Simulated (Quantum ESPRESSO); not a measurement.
# Pd (Palladium): phonons by linear response, part 2 of 3

How does Pd (Palladium) vibrate, and is this structure a minimum?

Quantum ESPRESSO 7.5; DFT LDA, scalar-relativistic, plane waves, GBRV ultrasoft pseudopotentials.

So far. Step 2 (A probe with smearing): No gap opens on this mesh, so smearing is kept; the start stands at -6.7 GPa. Step 4 (Ground state): The cell stands at 0.27 GPa, close enough for stiff modes, while soft ones can move. The relaxed cell has a = 3.845 Å (conventional setting).

## Step 5: Linear response on the mesh

Linear response treats each wavevector in the unit cell, with no supercell; the 4×4×4 mesh fixes the range of the force constants to be had.

Input file ph.in:

```
phonons
&inputph
   prefix = 'x'
   outdir = './tmp'
   fildyn = 'x.dyn'
   tr2_ph = 1.0d-18
   alpha_mix(1) = 0.4
   nmix_ph = 8
   ldisp = .true.
   nq1 = 4
   nq2 = 4
   nq3 = 4
/
```

Launch:

```sh
OMP_NUM_THREADS=1 mpirun -n 4 ph.x -nk 4 -in ph.in > ph.out
```

Numbers of over 12 decimals in the logs are rounded to 6 here.

Output:

```text
[banners, grids, parts of the stress and lines that vanish by symmetry left out]
[banner, memory and clock lines left out]
Program PHONON v.7.5

     ./tmp/x.save/

     IMPORTANT: XC functional enforced from input :
     Exchange-correlation= PZ
                           (   1   1   0   0   0   0   0)
     Any further DFT definition will be discarded
     Please, verify this is what you really want

     G-vector sticks info

     negative rho (up, down):  7.597E-02 0.000E+00
     Reading collected, re-writing distributed wavefunctions in ./tmp/

     Dynamical matrices for ( 4, 4, 4)  uniform grid of q-points
     (   8 q-points):
       N         xq(1)         xq(2)         xq(3)
       1   0.000000000   0.000000000   0.000000000
       2   0.176776695   0.176776695  -0.176776695
       3  -0.353553391  -0.353553391   0.353553391
       4   0.353553391   0.000000000   0.000000000
[...]
Number and degeneracy of irreps per q-point
       N         xq(1)         xq(2)         xq(3)   N irreps
       1   0.000000000   0.000000000   0.000000000       1
        3
       2   0.176776695   0.176776695  -0.176776695       2
        1   2
       3  -0.353553391  -0.353553391   0.353553391       2
        1   2
       4   0.353553391   0.000000000   0.000000000       2
        1   2
       5  -0.176776695  -0.530330086   0.530330086       3
     No degeneracy
       6   0.000000000  -0.353553391   0.353553391       3
     No degeneracy
       7  -0.707106781   0.000000000   0.000000000       2
        1   2
       8  -0.707106781   0.353553391   0.000000000       2
        1   2

     Calculation of q =    0.0000000   0.0000000   0.0000000

     phonons

     bravais-lattice index     =            0
     lattice parameter (alat)  =       5.1372  a.u.
     unit-cell volume          =      95.8686 (a.u.)^3
     number of atoms/cell      =            1
     number of atomic types    =            1
     kinetic-energy cut-off    =      40.0000  Ry
     charge density cut-off    =     240.0000  Ry
     convergence threshold     =      1.0E-18
     beta                      =       0.4000
     number of iterations used =            8
     Exchange-correlation= PZ
                           (   1   1   0   0   0   0   0)

     celldm(1)=    5.13725  celldm(2)=    0.00000  celldm(3)=    0.00000
     celldm(4)=    0.00000  celldm(5)=    0.00000  celldm(6)=    0.00000

     crystal axes: (cart. coord. in units of alat)
               a(1) = (  0.0000  0.7071  0.7071 )
               a(2) = (  0.7071  0.0000  0.7071 )
               a(3) = (  0.7071  0.7071  0.0000 )

     reciprocal axes: (cart. coord. in units 2 pi/alat)
               b(1) = ( -0.7071  0.7071  0.7071 )
               b(2) = (  0.7071 -0.7071  0.7071 )
               b(3) = (  0.7071  0.7071 -0.7071 )

     Atoms inside the unit cell:

     Cartesian axes

     site n.  atom      mass           positions (alat units)
        1  Pd    106.4200   tau(    1) = (    0.00000    0.00000    0.00000  )

     Computing dynamical matrix for
                    q = (   0.0000000   0.0000000   0.0000000 )

     49 Sym.Ops. (with q -> -q+G )

     G cutoff =  160.4399  (   5985 G-vectors)     FFT grid: ( 25, 25, 25)
     G cutoff =  106.9599  (   3287 G-vectors)  smooth grid: ( 24, 24, 24)

     number of k points=   145  Marzari-Vanderbilt smearing, width (Ry)=  0.0200

     PseudoPot. # 1 for Pd read from file:
     ./pseudo/Pd.upf
     Pseudo is Ultrasoft + core correction, Zval = 16.0

     Mode symmetry, O_h (m-3m)  point group:

     Atomic displacements:
     There are    1 irreducible representations

     Representation     1      3 modes -  To be done

     Alpha used in Ewald sum =   2.4000

     negative rho (up, down):  7.597E-02 0.000E+00

     Representation #   1 modes #   1   2   3

     Self-consistent Calculation
      iter #   1   av.it.:   7.9
      thresh= 1.000E-02 alpha_mix =  0.400 |ddv_scf|^2 =  1.608E-05
      iter #   2   av.it.:  10.1
      thresh= 4.011E-04 alpha_mix =  0.400 |ddv_scf|^2 =  2.510E-06
      iter #   3   av.it.:  10.6
      thresh= 1.584E-04 alpha_mix =  0.400 |ddv_scf|^2 =  6.424E-09
      iter #   4   av.it.:  11.2
      thresh= 8.015E-06 alpha_mix =  0.400 |ddv_scf|^2 =  2.090E-10
[...]
End of self-consistent calculation

     Convergence has been achieved

     Number of q in the star =    1
     List of q in the star:
[...]
Diagonalizing the dynamical matrix

     q = (    0.000000000   0.000000000   0.000000000 )

 **************************************************************************
     freq (    1) =      -0.140401 [THz] =      -4.683289 [cm-1]
     freq (    2) =      -0.140401 [THz] =      -4.683289 [cm-1]
     freq (    3) =      -0.140401 [THz] =      -4.683289 [cm-1]
 **************************************************************************

     Mode symmetry, O_h (m-3m)  point group:

     freq (   1-   3) =         -4.7  [cm-1]   --> T_1u G_15  G_4- I

     Calculation of q =    0.1767767   0.1767767  -0.1767767
     [... set-up and bands at k+q left out ...]

     Mode symmetry, C_3v (3m)   point group:

     Atomic displacements:
     There are    2 irreducible representations

     Representation     1      1 modes -  To be done

     Representation     2      2 modes -  To be done

     Message from routine init_vloc:
     Interpolation table for Vloc re-allocated

     Alpha used in Ewald sum =   2.4000

     negative rho (up, down):  7.597E-02 0.000E+00

     Representation #   1 mode #   1

     Self-consistent Calculation

[...]
[... iterations left out ...]
[...]
End of self-consistent calculation

     Convergence has been achieved

     Representation #   2 modes #   2   3

     Self-consistent Calculation

[...]
[... iterations left out ...]
[...]
End of self-consistent calculation

     Convergence has been achieved

     Number of q in the star =    8
     List of q in the star:
[...]
Diagonalizing the dynamical matrix

     q = (    0.176776695   0.176776695  -0.176776695 )

 **************************************************************************
     freq (    1) =       2.175288 [THz] =      72.559785 [cm-1]
     freq (    2) =       2.175288 [THz] =      72.559785 [cm-1]
     freq (    3) =       5.218580 [THz] =     174.073076 [cm-1]
 **************************************************************************

     Mode symmetry, C_3v (3m)   point group:

     freq (   1-   2) =         72.6  [cm-1]   --> E    L_3
     freq (   3-   3) =        174.1  [cm-1]   --> A_1  L_1

     Calculation of q =   -0.3535534  -0.3535534   0.3535534
     [... set-up and bands at k+q left out ...]

     Mode symmetry, D_3d (-3m)  point group:

     Atomic displacements:
     There are    2 irreducible representations

     Representation     1      1 modes -  To be done

[...]
Alpha used in Ewald sum =   2.4000

     negative rho (up, down):  7.597E-02 0.000E+00

     Representation #   1 mode #   1

     Self-consistent Calculation

[...]
[... iterations left out ...]
[...]
End of self-consistent calculation

     Convergence has been achieved

     Representation #   2 modes #   2   3

[...]
[... iterations left out ...]
[...]
Convergence has been achieved

     Number of q in the star =    4
     List of q in the star:
[...]
Diagonalizing the dynamical matrix

     q = (   -0.353553391  -0.353553391   0.353553391 )

[...]
freq (    1) =       3.508285 [THz] =     117.023804 [cm-1]
     freq (    2) =       3.508285 [THz] =     117.023804 [cm-1]
     freq (    3) =       7.405653 [THz] =     247.026002 [cm-1]
[...]
Mode symmetry, D_3d (-3m)  point group:

     freq (   1-   2) =        117.0  [cm-1]   --> E_u  L_3'
     freq (   3-   3) =        247.0  [cm-1]   --> A_2u L_2'

     Calculation of q =    0.3535534   0.0000000   0.0000000
     [... set-up and bands at k+q left out ...]

     Mode symmetry, C_4v (4mm)  point group:

     Atomic displacements:
     There are    2 irreducible representations

[...]
Alpha used in Ewald sum =   2.4000

[...]
Representation #   1 mode #   1

[...]
Convergence has been achieved

     Representation #   2 modes #   2   3

[...]
Convergence has been achieved

     Number of q in the star =    6
     List of q in the star:
[...]
Diagonalizing the dynamical matrix

     q = (    0.353553391   0.000000000   0.000000000 )

[...]
freq (    1) =       3.302159 [THz] =     110.148162 [cm-1]
     freq (    2) =       3.302159 [THz] =     110.148162 [cm-1]
     freq (    3) =       5.117803 [THz] =     170.711547 [cm-1]
[...]
Mode symmetry, C_4v (4mm)  point group:

     freq (   1-   2) =        110.1  [cm-1]   --> E    G_5 D_5
     freq (   3-   3) =        170.7  [cm-1]   --> A_1  G_1 D_1

     Calculation of q =   -0.1767767  -0.5303301   0.5303301
     [... set-up and bands at k+q left out ...]

     Mode symmetry, C_s (m)     point group:

     Atomic displacements:
     There are    3 irreducible representations

[...]
Alpha used in Ewald sum =   2.4000

[...]
Representation #   1 mode #   1

[...]
Convergence has been achieved

[...]
Convergence has been achieved

[...]
Convergence has been achieved

     Number of q in the star =   24
     List of q in the star:
[...]
Diagonalizing the dynamical matrix

     q = (   -0.176776695  -0.530330086   0.530330086 )

[...]
freq (    1) =       4.198372 [THz] =     140.042625 [cm-1]
     freq (    2) =       4.670659 [THz] =     155.796405 [cm-1]
     freq (    3) =       6.763928 [THz] =     225.620354 [cm-1]
[...]
Mode symmetry, C_s (m)     point group:

     freq (   1-   1) =        140.0  [cm-1]   --> A''
     freq (   2-   2) =        155.8  [cm-1]   --> A'
     freq (   3-   3) =        225.6  [cm-1]   --> A'

     Calculation of q =    0.0000000  -0.3535534   0.3535534
     [... set-up and bands at k+q left out ...]

     Mode symmetry, C_2v (mm2)  point group:

     Atomic displacements:
     There are    3 irreducible representations

[...]
Alpha used in Ewald sum =   2.4000

[...]
Convergence has been achieved

[...]
Convergence has been achieved

[...]
Convergence has been achieved

     Number of q in the star =   12
     List of q in the star:
[...]
Diagonalizing the dynamical matrix

     q = (    0.000000000  -0.353553391   0.353553391 )

[...]
freq (    1) =       3.056726 [THz] =     101.961402 [cm-1]
     freq (    2) =       4.722378 [THz] =     157.521580 [cm-1]
     freq (    3) =       6.333261 [THz] =     211.254832 [cm-1]
[...]
Mode symmetry, C_2v (mm2)  point group:

     freq (   1-   1) =        102.0  [cm-1]   --> B_1  D_3  S_3
     freq (   2-   2) =        157.5  [cm-1]   --> B_2  D_4  S_4
     freq (   3-   3) =        211.3  [cm-1]   --> A_1  D_1  S_1

     Calculation of q =   -0.7071068   0.0000000   0.0000000
     [... set-up and bands at k+q left out ...]

     Mode symmetry, D_4h(4/mmm) point group:

     Atomic displacements:
     There are    2 irreducible representations

[...]
Alpha used in Ewald sum =   2.4000

     negative rho (up, down):  7.597E-02 0.000E+00

     Representation #   1 mode #   1

[...]
Convergence has been achieved

     Representation #   2 modes #   2   3

[...]
Convergence has been achieved

     Number of q in the star =    3
     List of q in the star:
[...]
Diagonalizing the dynamical matrix

     q = (   -0.707106781   0.000000000   0.000000000 )

[...]
freq (    1) =       4.940340 [THz] =     164.791993 [cm-1]
     freq (    2) =       4.940340 [THz] =     164.791993 [cm-1]
     freq (    3) =       7.154742 [THz] =     238.656496 [cm-1]
[...]
Mode symmetry, D_4h(4/mmm) point group:

     freq (   1-   2) =        164.8  [cm-1]   --> E_u  X_5' M_5'
     freq (   3-   3) =        238.7  [cm-1]   --> A_2u X_4' M_4'

     Calculation of q =   -0.7071068   0.3535534   0.0000000
     [... set-up and bands at k+q left out ...]

     Mode symmetry, D_2d (-42m) point group:

     Atomic displacements:
     There are    2 irreducible representations

     Representation     1      1 modes -  To be done

     Representation     2      2 modes -  To be done

     Alpha used in Ewald sum =   2.4000

     negative rho (up, down):  7.597E-02 0.000E+00

     Representation #   1 mode #   1

     Self-consistent Calculation

[...]
[... iterations left out ...]
[...]
End of self-consistent calculation

     Convergence has been achieved

     Representation #   2 modes #   2   3

     Self-consistent Calculation

      iter #   1   av.it.:   8.7
      thresh= 1.000E-02 alpha_mix =  0.400 |ddv_scf|^2 =  2.748E-04

      [... iterations left out ...]
      iter #  10   av.it.:  10.9
      thresh= 1.099E-09 alpha_mix =  0.400 |ddv_scf|^2 =  3.925E-19

     End of self-consistent calculation

     Convergence has been achieved

     Number of q in the star =    6
     List of q in the star:
[...]
5   0.353553391  -0.000000000  -0.707106781
          6  -0.353553391   0.000000000   0.707106781

     Diagonalizing the dynamical matrix

     q = (   -0.707106781   0.353553391   0.000000000 )

 **************************************************************************
     freq (    1) =       4.545031 [THz] =     151.605931 [cm-1]
     freq (    2) =       5.988171 [THz] =     199.743870 [cm-1]
     freq (    3) =       5.988171 [THz] =     199.743870 [cm-1]
 **************************************************************************

     Mode symmetry, D_2d (-42m) point group:

     freq (   1-   1) =        151.6  [cm-1]   --> B_2  X_3  W_2
     freq (   2-   3) =        199.7  [cm-1]   --> E    X_5  W_3


[key lines of the parts left out:]
the Fermi energy is    19.4213 ev
```

The job ended after 27 min (4 MPI ranks of Arm Neoverse V1, shared host; 1.8 h of CPU time).

Read from the output:

| Quantity | Value |
| --- | --- |
| largest acoustic frequency at the zone centre before the sum rule | -4.68 cm⁻¹ |
| lowest mode on the q mesh (acoustic ones at the zone centre apart) | 72.56 cm⁻¹ |

Frequencies (cm⁻¹) at each irreducible wavevector; negative means imaginary. Frequencies by wavevector:

| q (fractions) | star | mode 1 | mode 2 | mode 3 |
| --- | --- | --- | --- | --- |
| 0 0 0 | 1 | -4.68 | -4.68 | -4.68 |
| 0 0 0.25 | 8 | 72.56 | 72.56 | 174.1 |
| 0 0 -0.5 | 4 | 117 | 117 | 247 |
| 0 0.25 0.25 | 6 | 110.2 | 110.2 | 170.7 |
| 0 0.25 -0.5 | 24 | 140 | 155.8 | 225.6 |
| 0 0.25 -0.25 | 12 | 102 | 157.5 | 211.2 |
| 0 -0.5 -0.5 | 3 | 164.8 | 164.8 | 238.7 |
| 0.25 -0.5 -0.25 | 6 | 151.6 | 199.7 | 199.7 |

The acoustic modes at Γ come out as far as 4.7 cm⁻¹ from zero, where they should vanish, a small numerical error.

## Step 6: Force constants in real space

The dynamical matrices of the mesh are Fourier-transformed to force constants in real space.

Input file q2r.in:

```
&input
   fildyn = 'x.dyn'
   zasr = 'crystal'
   flfrc = 'x.fc'
/
```

Launch:

```sh
q2r.x < q2r.in > q2r.out
```

Output:

```text
[banners, grids, parts of the stress and lines that vanish by symmetry left out]
[banner, memory and clock lines left out]
Program Q2R v.7.5

  reading grid info from file x.dyn0

  reading force constants from file x.dyn1
  Dielectric Tensor not found
  nqs=            1
 q=   0.00000000  0.00000000  0.00000000
  reading force constants from file x.dyn2
  nqs=            8
 q=   0.17677670  0.17677670 -0.17677670
[...]
reading force constants from file x.dyn7
  nqs=            3
[...]
reading force constants from file x.dyn8
  nqs=            6
[...]
q=   0.35355339 -0.00000000 -0.70710678
 q=  -0.35355339  0.00000000  0.70710678

      q-space grid ok, #points =   64

      fft-check success (sum of imaginary terms < 10^-12)
```

The job ended after 0.47 s (1 thread).

## Step 7: Interpolated phonon bands

From the force constants any wavevector is cheap; points of the mesh come back as solved, but for the sum rule and, in polar crystals, the LO-TO term at Γ; the rest is interpolation.

Input file matdyn.in:

```
&input
   asr = 'crystal'
   flfrc = 'x.fc'
   flfrq = 'x.freq'
   flvec = 'x.modes'
   q_in_band_form = .true.
   q_in_cryst_coord = .true.
/
8
  0.0000000   0.0000000   0.0000000  12  ! GAMMA
  0.5000000   0.0000000   0.5000000  12  ! X
  0.6250000   0.2500000   0.6250000   1  ! U
  0.3750000   0.3750000   0.7500000  12  ! K
  0.0000000   0.0000000   0.0000000  12  ! GAMMA
  0.5000000   0.5000000   0.5000000  12  ! L
  0.5000000   0.2500000   0.7500000  12  ! W
  0.5000000   0.0000000   0.5000000   1  ! X
```

Launch:

```sh
matdyn.x -in matdyn.in > matdyn.out
```

Output:

```text
[banner, memory and clock lines left out]
Program MATDYN v.7.5

 mass for atomic type   1 not given; uses mass from file x.fc
 Norm of the difference between old and new effective charges:    0.000000

 Norm of the difference between old and new force-constants:   3.8248e-05

     Message from routine matdyn:
     Z* not found in file x.fc, TO-LO splitting at q=0 will be absent!
     Message from routine matdyn:
     Z* not found in file x.fc, TO-LO splitting at q=0 will be absent!

Note: The following floating-point exceptions are signalling: IEEE_UNDERFLOW_FLAG
```

The job ended after 0.47 s (1 thread).

Numbers from this step:

```
lowest frequency on the path      : 0 cm⁻¹
mean frequency                    : 156.7 cm⁻¹
Debye temperature (second moment) : 305 K
logarithmic mean frequency        : 147.3 cm⁻¹
```

Matdyn.x, sum rule crystal. Phonon branches along the path, in cm⁻¹:

| point | branch 1 | branch 2 | branch 3 |
| --- | --- | --- | --- |
| Γ | 0 | 0 | 0 |
| halfway | 110 | 110 | 171 |
| X | 165 | 165 | 239 |
| halfway | 160 | 171 | 233 |
| U | 148 | 188 | 216 |
| jump to K | 148 | 188 | 216 |
| halfway | 73 | 120 | 190 |
| Γ | 0 | 0 | 0 |
| halfway | 73 | 73 | 174 |
| L | 117 | 117 | 247 |
| halfway | 130 | 160 | 228 |
| W | 152 | 200 | 200 |
| halfway | 158 | 175 | 227 |
| X | 165 | 165 | 239 |

The phonon branches as a text plot (rows in cm⁻¹):

```
    242 |           ***                         *****           *
    232 |          *   **                      *     **       **
    221 |         *      *                                   *
    211 |        *          ***               *        **   *
    201 |                 **   *                         ***
    190 |       *           *   *            *          ** **
    180 |               **                             *     *
    170 |      *     ***     *   *          *                 ***
    160 |          ** ***     *                       *      ****
    149 |     *   *      *                 *         *   ****
    139 |        *        **   *  *                    **
    129 |       *           *                       ***
    118 |    *               *  *         *      ****
    108 |      *                   *           **
     98 |     *               *  *       *    *
     87 |   *                  *             *
     77 |    *                  * * *       *
     67 |  *                            *
     57 |   *                    * *       *
     46 |                         *       *
     36 | **                       ****  *
     26 |                               *
     15 | *                         ***
      5 |*                           ***
         Γ           X  U|K            Γ         L        W     X
```

Lowest modes at the softest wavevector of the mesh; phase exp(i q.(R + tau)). Modes at q = (0.000, 0.250, 0.000):

| mode | frequency (cm⁻¹) |
| --- | --- |
| 1 | 72.6 |
| 2 | 72.6 |
| 3 | 174.1 |

Displacements in mode 1 (72.6 cm⁻¹), the largest set to 1, in the home cell:
```
Pd1 0.00 1.00 1.00
```

Displacements in mode 3 (174.1 cm⁻¹), the largest set to 1, in the home cell:
```
Pd1  1.00 -1.00  1.00
```

Force constants by pair (phonopy on the run's constants); pairs near half the supercell's span include their periodic images. Pair force constants, by row:

| atom | neighbour | distance (Å) | third of the trace (eV/Å²) | along the pair's line (eV/Å²) |
| --- | --- | --- | --- | --- |
| Pd1 | itself | 0 | 10.57 | – |
| Pd1 | Pd | 2.719 | -0.868 | -2.991 |
| Pd1 | Pd | 3.845 | -0.0546 | -0.1443 |
| Pd1 | Pd | 4.709 | -0.0255 | -0.1081 |
| Pd1 | Pd | 5.437 | 0.1136 | 0.2858 |
| Pd1 | Pd | 6.079 | 0.0119 | 0.0158 |
| Pd1 | Pd | 6.659 | 0.0022 | 0.0022 |

(Part 2 of 3 ends here.)

[Host names and launcher messages were left out of these logs when they were recorded.]

[Logs are printed without paths, hosts, clocks, repeated set-up lines and the standing remarks that a program may print on its own settings, such as how far it seeks lower states.]

[Hosts, paths, dates, database ids (printed as entryN), source tags and the programs' standing remarks are cut or masked in the printed files.]
